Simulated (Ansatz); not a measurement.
# The valence band of GaH13C4N2 as photoemission sees it, part 3 of 3

Aim: the valence spectrum of GaH13C4N2 from He I to hard X-rays, and which orbitals make each feature.

Ansatz 0.2.0; DFT, PBE, plane-wave PAW, default files, scalar-relativistic (the session's first sound run).

So far. Step 3 (With r²SCAN): At this level the gap is 3.82 eV on the path. Step 4 (With PBEsol): At this level the gap is 3.32 eV on the path.

## 5. Another volume

This step: DFT, PBE, plane-wave PAW, default files, scalar-relativistic (Ansatz 0.2.0).

A changed volume shows how band widths and levels follow the bond length.

The cell differs from the one that the last finished run ended in (a 6.433 → 6.346 Å, b 7.166 → 7.069 Å, c 8.846 → 8.726 Å).

Input file input.yaml:

```yaml
crystal:
  lattice:
    - [6.346196004, 0.0, 0.0]
    - [1.6340805529, 6.8778896246, 0.0]
    - [2.4709925798, 0.7004722966, 8.3395947778]
  atoms:
    - { symbol: Ga, position: [0.548081, 0.089008, 0.125101] }
    - { symbol: Ga, position: [0.451919, 0.910992, 0.874899] }
    - { symbol: "N", position: [0.499489, 0.17617, 0.905433] }
    - { symbol: "N", position: [0.500511, 0.82383, 0.094567] }
    - { symbol: "N", position: [0.341105, 0.220697, 0.28898] }
    - { symbol: "N", position: [0.658895, 0.779303, 0.71102] }
    - { symbol: C, position: [0.301625, 0.767856, 0.206955] }
    - { symbol: C, position: [0.588247, 0.741569, 0.578638] }
    - { symbol: C, position: [0.305089, 0.330555, 0.89761] }
    - { symbol: C, position: [0.694911, 0.669445, 0.10239] }
    - { symbol: C, position: [0.897047, 0.752316, 0.674887] }
    - { symbol: C, position: [0.411753, 0.258431, 0.421362] }
    - { symbol: C, position: [0.698375, 0.232144, 0.793045] }
    - { symbol: C, position: [0.102953, 0.247684, 0.325113] }
    - { symbol: H, position: [0.151403, 0.871908, 0.194536] }
    - { symbol: H, position: [0.358983, 0.162174, 0.529235] }
    - { symbol: H, position: [0.205628, 0.922715, 0.875989] }
    - { symbol: H, position: [0.658978, 0.592033, 0.545713] }
    - { symbol: H, position: [0.320032, 0.4647, 0.937463] }
    - { symbol: H, position: [0.021965, 0.399086, 0.348381] }
    - { symbol: H, position: [0.152241, 0.288285, 0.971829] }
    - { symbol: H, position: [0.592939, 0.23874, 0.393031] }
    - { symbol: H, position: [0.966022, 0.842754, 0.567575] }
    - { symbol: H, position: [0.048257, 0.212159, 0.227768] }
    - { symbol: H, position: [0.679968, 0.5353, 0.062537] }
    - { symbol: H, position: [0.847759, 0.711715, 0.028171] }
    - { symbol: H, position: [0.688073, 0.238213, 0.670005] }
    - { symbol: H, position: [0.641017, 0.837826, 0.470765] }
    - { symbol: H, position: [0.848597, 0.128092, 0.805464] }
    - { symbol: H, position: [0.794372, 0.077285, 0.124011] }
    - { symbol: H, position: [0.715031, 0.375693, 0.813542] }
    - { symbol: H, position: [0.311927, 0.761787, 0.329995] }
    - { symbol: H, position: [0.341022, 0.407967, 0.454287] }
    - { symbol: H, position: [0.978035, 0.600914, 0.651619] }
    - { symbol: H, position: [0.407061, 0.76126, 0.606969] }
    - { symbol: H, position: [0.951743, 0.787841, 0.772232] }
    - { symbol: H, position: [0.711468, 0.637535, 0.224755] }
    - { symbol: H, position: [0.033978, 0.157246, 0.432425] }
    - { symbol: H, position: [0.288532, 0.362465, 0.775245] }
    - { symbol: H, position: [0.284969, 0.624307, 0.186458] }
kpoints:
  mp_grid: { grid: [4, 4, 4] }
  band_path:
    path:
      - [[0.0, 0.0, 0.0], [0.0, 0.0, -0.5]]
      - [[0.0, -0.5, 0.0], [0.0, 0.0, 0.0], [-0.5, 0.0, 0.0]]
      - [[-0.5, -0.5, -0.5], [0.0, 0.0, 0.0], [-0.5, -0.5, 0.0]]
      - [[-0.5, 0.0, -0.5], [0.0, 0.0, 0.0], [0.0, -0.5, -0.5]]
    npoints: 8
scf:
  occupations: { method: fermi_dirac, width: 0.02 }
  n_extra_bands: 40
hamiltonian:
  xc: pbe
  pseudopotentials: { kind: paw }
output:
  forces: true
  stress: true
  dos:
    projected:
      site_lists:
        Ga: [0, 1]
        "N": [2, 3, 4, 5]
        C: [6, 7, 8, 9, 10, 11, 12, 13]
        H: [14, 15, 16, 17, 18, 19, 20, 21, 22, 23, 24, 25, 26, 27, 28, 29, 30, 31, 32, 33, 34, 35, 36, 37, 38, 39]
    de: 0.05
    e_range: [-36, 12]
    nscf_kmesh: { grid: [6, 6, 4] }
  fatbands: true
```

The run is started by

```bash
$ ansatz run input.yaml --threads 2 --pin off --max-ram 6144MiB --backend cpu --events-out ev --progress --plain --runs-dir out
```

It took 3.4 min on 2 threads of Arm Neoverse V1, shared host; peak memory 1.5 GiB.

This step gave:

| Item | Value |
| --- | --- |
| free energy | -11526.9520 eV |
| Fermi energy | 3.200 eV |
| pressure | 4.203 GPa |
| gap on the k-mesh | 3.512 eV |
| share of occupied states in no projected shell | 0.0077 of the occupied states in the window |
| gap on the path | 3.512 eV |
| least direct gap on the path | 3.640 eV |

The electronic bands at the labelled points (eV, zero at the valence-band maximum; v1 is the highest filled band, c1 the lowest empty one):

| point | v4 | v3 | v2 | v1 | c1 | c2 | c3 | c4 |
| --- | --- | --- | --- | --- | --- | --- | --- | --- |
| Γ | -1.92 | -1.58 | -0.28 | -0.26 | 3.62 | 4.37 | 4.70 | 4.74 |
| halfway | -1.93 | -1.63 | -0.34 | -0.20 | 3.72 | 4.30 | 4.51 | 4.58 |
| X | -1.93 | -1.69 | -0.36 | -0.16 | 3.80 | 4.35 | 4.35 | 4.41 |
| jump to Y | -2.04 | -1.75 | -0.41 | 0.00 | 3.64 | 4.50 | 4.58 | 4.59 |
| halfway | -1.99 | -1.67 | -0.39 | -0.09 | 3.68 | 4.23 | 4.57 | 4.68 |
| Γ | -1.92 | -1.58 | -0.28 | -0.26 | 3.62 | 4.37 | 4.70 | 4.74 |
| halfway | -1.95 | -1.66 | -0.42 | -0.13 | 3.90 | 4.28 | 4.32 | 4.65 |
| Z | -1.97 | -1.78 | -0.49 | -0.07 | 4.08 | 4.24 | 4.31 | 4.48 |
| jump to R | -2.07 | -2.02 | -0.19 | -0.15 | 3.79 | 4.12 | 4.31 | 4.59 |
| halfway | -1.99 | -1.81 | -0.28 | -0.16 | 3.95 | 4.04 | 4.38 | 4.55 |
| Γ | -1.92 | -1.58 | -0.28 | -0.26 | 3.62 | 4.37 | 4.70 | 4.74 |
| halfway | -1.99 | -1.75 | -0.34 | -0.15 | 3.81 | 4.25 | 4.49 | 4.53 |
| T | -2.01 | -1.97 | -0.39 | -0.05 | 4.00 | 4.20 | 4.42 | 4.43 |
| jump to U | -2.00 | -1.83 | -0.29 | -0.17 | 3.97 | 3.97 | 4.46 | 4.67 |
| halfway | -1.96 | -1.71 | -0.31 | -0.20 | 3.96 | 4.21 | 4.28 | 4.72 |
| Γ | -1.92 | -1.58 | -0.28 | -0.26 | 3.62 | 4.37 | 4.70 | 4.74 |
| halfway | -1.98 | -1.74 | -0.37 | -0.07 | 3.81 | 3.92 | 4.48 | 4.68 |
| V | -2.06 | -1.87 | -0.18 | -0.16 | 3.51 | 4.27 | 4.33 | 4.53 |

Of the projections kept (Ga s, Ga p, N s, N p, C s, C p, H s, not projected), the largest for each band there; the rest of the weight can lie on other orbitals:

```
point        v4        v3        v2        v1         c1         c2         c3                  c4
    Γ  N p 0.55  N p 0.48  N p 0.66  N p 0.74   H s 0.39  Ga p 0.42   H s 0.24           Ga p 0.37
    X  N p 0.55  N p 0.45  N p 0.71  N p 0.71  Ga p 0.26  Ga p 0.41   H s 0.36  not projected 0.21
    Y  N p 0.52  N p 0.48  N p 0.67  N p 0.75  Ga p 0.33  Ga p 0.25   H s 0.27            H s 0.28
    Γ  N p 0.55  N p 0.48  N p 0.66  N p 0.74   H s 0.39  Ga p 0.42   H s 0.24           Ga p 0.37
    Z  N p 0.56  N p 0.49  N p 0.67  N p 0.74   H s 0.23  Ga p 0.23   H s 0.35            H s 0.29
    R  N p 0.51  N p 0.48  N p 0.70  N p 0.74  Ga p 0.44   H s 0.24  Ga p 0.23            H s 0.25
```

The DOS has structure finer than the step of the table below, so its rows give means over 1 eV, whole bins alone (the curve runs from -20.1 to 10.5 eV). Peaks (eV: height): total -17.8: 29.3, -14.1: 79.5, -13.0: 28.1, -6.5: 29.7; C 2p -7.2: 13.4, -6.5: 15.1, -5.3: 13.6, -4.7: 13.4; H 1s -13.0: 8.43, -6.5: 6.19, -5.3: 8.88, -4.7: 9.72; N 2p -6.8: 6.28, -6.5: 7.38, -0.4: 8.08, -0.2: 8.09; C 2s -18.4: 4.75, -17.8: 7.46, -13.4: 8.98, -13.0: 13.3.

Table of DOS by E, zero at the valence-band maximum; means over each step; 7 of 9 lines; values in states/eV/cell:

```csv
E (eV),total,C 2p,H 1s,N 2p,C 2s,Ga 4p,Ga 4s
-19,1.51,0.187,0.135,0.0193,0.341,0.0809,0.0696
-18,6.49,0.778,0.599,0.137,1.61,0.308,0.0760
-17,0,0,0,0,0,0,0
-16,0,0,0,0,0,0,0
-15,0,0,0,0,0,0,0
-14,20.0,0.0333,0.324,0.501,0.449,0.0117,0.00500
-13,8.00,0.0943,2.31,1.20,3.68,0.0350,0.00108
-12,0.0430,0.00633,0.0113,0.00384,0.0104,8.7e-4,0.00299
-11,4.60,0.858,1.34,0.240,1.04,0.0543,0.164
-10,3.36,0.745,1.00,0.111,0.704,0.0415,0.0769
-9,0.508,0.176,0.101,0.137,0.00697,0.00650,0.0624
-8,3.65,1.27,0.680,1.03,0.0381,0.0416,0.488
-7,14.0,7.01,3.02,3.19,0.0944,0.335,0.0468
-6,6.96,3.63,1.69,1.40,0.0330,0.0469,0.0602
-5,14.6,7.68,5.22,0.789,0.0411,0.0977,0.640
-4,6.25,2.79,2.09,0.862,0.0309,0.255,0.124
-3,6.00,0.889,1.79,1.95,0.0341,0.971,0.0379
-2,4.00,0.312,1.03,2.01,0.00838,0.556,0.0125
-1,0.0815,0.00225,0.0166,0.0550,9.1e-5,0.00457,3.7e-5
0,3.92,0.120,0.764,2.79,0.00485,0.124,0.00235
1,0,0,0,0,0,0,0
2,0,0,0,0,0,0,0
3,0.00823,3.5e-4,0.00119,4.6e-4,0.00121,0.00366,2.5e-5
4,6.24,0.598,1.39,0.285,0.767,1.38,0.352
5,8.65,1.01,2.12,0.345,0.707,1.32,0.372
6,10.2,1.39,2.48,0.493,0.475,1.08,0.491
7,10.4,1.58,2.48,0.470,0.291,0.828,0.301
8,11.2,1.90,2.90,0.461,0.312,0.772,0.165
9,11.0,2.12,2.67,0.650,0.324,0.734,0.148
10,12.8,2.49,2.87,0.880,0.552,0.567,0.0771
```

Simulated valence spectra by photon energy, shown to 13 eV, since a deeper line would dwarf them at some energies; the 100 % can be that line's tail at the edge; this run's widths, added to any smearing of the DOS itself: Gaussian 0.6 eV, Lorentzian 0.2 eV. The intensity by binding energy, zero at the valence-band maximum; values in % of the maximum within 13 eV:

```
binding energy (eV)  21.2 eV  100 eV  250 eV  1486.7 eV  8047.8 eV
               -1.0     1.13    1.22   0.532      0.397      0.541
               -0.5     4.47    4.74    1.65      0.956       1.12
                0.0     24.8    26.3    8.46       4.44       4.73
                0.5     22.4    23.7    7.77       4.51       5.33
                1.0     5.56    5.63    2.10       1.62       2.45
                1.5     14.6    13.8    5.31       4.98       8.43
                2.0     28.8    27.1    10.1       9.54       16.0
                2.5     22.6    20.7    9.28       11.0       20.4
                3.0     39.2    36.4    16.9       20.5       38.1
                3.5     24.3    20.6    9.05       11.2       29.0
                4.0     40.1    26.0    9.07       9.48       32.5
                4.5     75.9    42.6    12.6       12.4       60.6
                5.0     81.6    45.4    13.8       16.5       89.4
                5.5     55.7    31.9    10.1       12.5       67.0
                6.0     40.6    28.1    8.93       5.98       17.2
                6.5     93.9    68.7    21.7       11.5       17.4
                7.0     92.9    69.0    23.0       14.4       23.1
                7.5     41.3    31.1    10.9       8.38       20.4
                8.0     23.6    20.5    8.26       13.3       73.1
                8.5     22.9    21.0    9.10       15.1       81.6
                9.0     5.34    6.29    3.78       4.89       17.5
                9.5     1.92    4.89    4.04       4.65       8.34
               10.0     4.01    19.8    15.8       20.7       36.3
               10.5        -    51.0    40.1       53.9       94.8
               11.0        -    30.7    25.1       33.1       60.9
               11.5        -    22.9    19.7       25.6       52.2
               12.0        -    12.3    13.6       13.6       14.9
               12.5        -    32.0    32.4       32.3       29.5
```

Spectra as before, but with a recipe of its own (widths, and in some runs the light), which changes peak heights and what is resolved: Gaussian 0.6 eV, Lorentzian 0.2 eV plus 0 times the binding energy, unpolarised light, analyser at 90°, Fermi edge at 20 K; some photon energies differ too.

The two runs compared:

| quantity | this run | base run | difference |
| --- | --- | --- | --- |
| gap on the path (eV) | 3.5117 | 3.4549 | 0.0568 |
| least direct gap on the path (eV) | 3.6401 | 3.5644 | 0.0757 |
| gap on the k-mesh (eV) | 3.5117 | 3.4549 | 0.0567 |

The two runs differ clearly in the least direct gap on the path: 3.64 eV against 3.56 eV.

## 6. Another try

In this try the input is made faulty on purpose, to show what that does.

This step: DFT, PBE, plane-wave PAW, default files, scalar-relativistic; changed: crystal.lattice = "lattices", scf.max_iter = 80 (Ansatz 0.2.0).

Changes to input.yaml since step 5:

```diff
@@ -1,6 +1,6 @@
 crystal:
-  lattice:
-    - [6.346196004, 0.0, 0.0]
-    - [1.6340805529, 6.8778896246, 0.0]
-    - [2.4709925798, 0.7004722966, 8.3395947778]
+  lattices:
+    - [6.433141, 0.0, 0.0]
+    - [1.656468, 6.972119, 0.0]
+    - [2.504846, 0.710069, 8.45385]
   atoms:
@@ -48,9 +48,2 @@
   mp_grid: { grid: [4, 4, 4] }
-  band_path:
-    path:
-      - [[0.0, 0.0, 0.0], [0.0, 0.0, -0.5]]
-      - [[0.0, -0.5, 0.0], [0.0, 0.0, 0.0], [-0.5, 0.0, 0.0]]
-      - [[-0.5, -0.5, -0.5], [0.0, 0.0, 0.0], [-0.5, -0.5, 0.0]]
-      - [[-0.5, 0.0, -0.5], [0.0, 0.0, 0.0], [0.0, -0.5, -0.5]]
-    npoints: 8
 scf:
@@ -58,2 +51,3 @@
   n_extra_bands: 40
+  max_iter: 80
 hamiltonian:
@@ -74,2 +68 @@
     nscf_kmesh: { grid: [6, 6, 4] }
-  fatbands: true
```

Elapsed: 0.02 s, on 2 threads; peak memory 0.018 GiB.

The input was rejected at the start.

The program's message: “Error: YAML parse error: error: line 2 column 3: unknown field `lattices`, expected one of checkpoint, saddle_side, structure_sha256, lattice, periodic, space_group, setting, atoms, reduce_to_primitiv …”

A key was misspelt on purpose.

## 7. Summary of results

```
least gap on the mesh and the path                           : 3.45 eV
strongest listed peak within 13 eV of the zero, at 1486.7 eV : 10.4 eV binding, led by N 2s
strongest listed peak within 13 eV of the zero, at 21.2 eV   : 6.5 eV binding, mostly C 2p
PBE (3.8 min on 2 threads)                                   : gap 3.45 eV, highest Al Kα peak within 13 eV at 10.4 eV (N 2s)
r²SCAN (6.9 min on 2 threads)                                : gap 3.82 eV, highest Al Kα peak within 13 eV at 10.9 eV (N 2s)
PBEsol (3.9 min on 2 threads)                                : gap 3.32 eV, highest Al Kα peak within 13 eV at 10.4 eV (N 2s)
volume × 0.96 (3.4 min on 2 threads)                         : gap 3.51 eV, highest Al Kα peak within 13 eV at 10.5 eV (N 2s)
```

What this shows: GaH13C4N2 is an insulator or semiconductor at the base level (gap 3.45 eV), and its valence spectrum changes with photon energy as the shells' cross sections do. At 21.2 eV the valence spectrum has its highest listed peaks within 9.85 eV at 0.2 eV (N 2p), 3.0 eV (mixed, N 2p leading), 4.7 eV (C 2p), 6.5 eV (C 2p) and 6.7 eV (C 2p). At 1486.7 eV the valence spectrum has its highest listed peaks within 19.4 eV at 10.4 eV (mixed, N 2s leading), 11.2 eV (mixed, C 2s leading), 14.0 eV (Ga 3d), 17.6 eV (N 2s) and 18.1 eV (N 2s). The shell named is the one with most of the intensity, cross sections included, not always the one with most states there. In the main run, from 1486.7 eV towards hard X-rays the Ga 4s share grows by 29 points, as its cross section falls more slowly with photon energy than those of the shells it gains on. With r²SCAN, the gap on the path moves from 3.45 to 3.82 eV. With PBEsol, the gap on the path moves from 3.45 to 3.32 eV. With volume scaled by 0.96, the gap on the path moves from 3.45 to 3.51 eV. At 21.2 eV the area is led by C 2p (45 %), at 8047.8 eV by Ga 4s (33 %), since cross sections fall faster with photon energy for shells of higher angular momentum. Kohn–Sham levels aren't quasiparticle energies, so peak positions are approximate. Semilocal functionals underbind filled localised shells, so the Ga 3d peak should lie deeper in a measurement, and spin–orbit coupling splits d and f lines of heavy atoms. Each run has its own recipe for the spectra (widths, photon energies, in some runs the light), so peak heights and places can differ between runs for that reason too. The structure comes from a computed Materials Project entry, not from a measurement. Semilocal Kohn–Sham gaps are too small as a rule.

[Logs are printed without paths, hosts, clocks, repeated set-up lines and the standing remarks that a program may print on its own settings, such as how far it seeks lower states.]

[Hosts, paths, dates, database ids (printed as entryN), source tags and the programs' standing remarks are cut or masked in the printed files.]

[Maps of the electrostatic potential energy from Ansatz leave out the sawtooth potential of an applied field or a dipole correction, so their vacuum need not be flat; work functions include it.]

[Peak lists hold at most the 14 tallest peaks of each spectrum; further lines can be left out.]
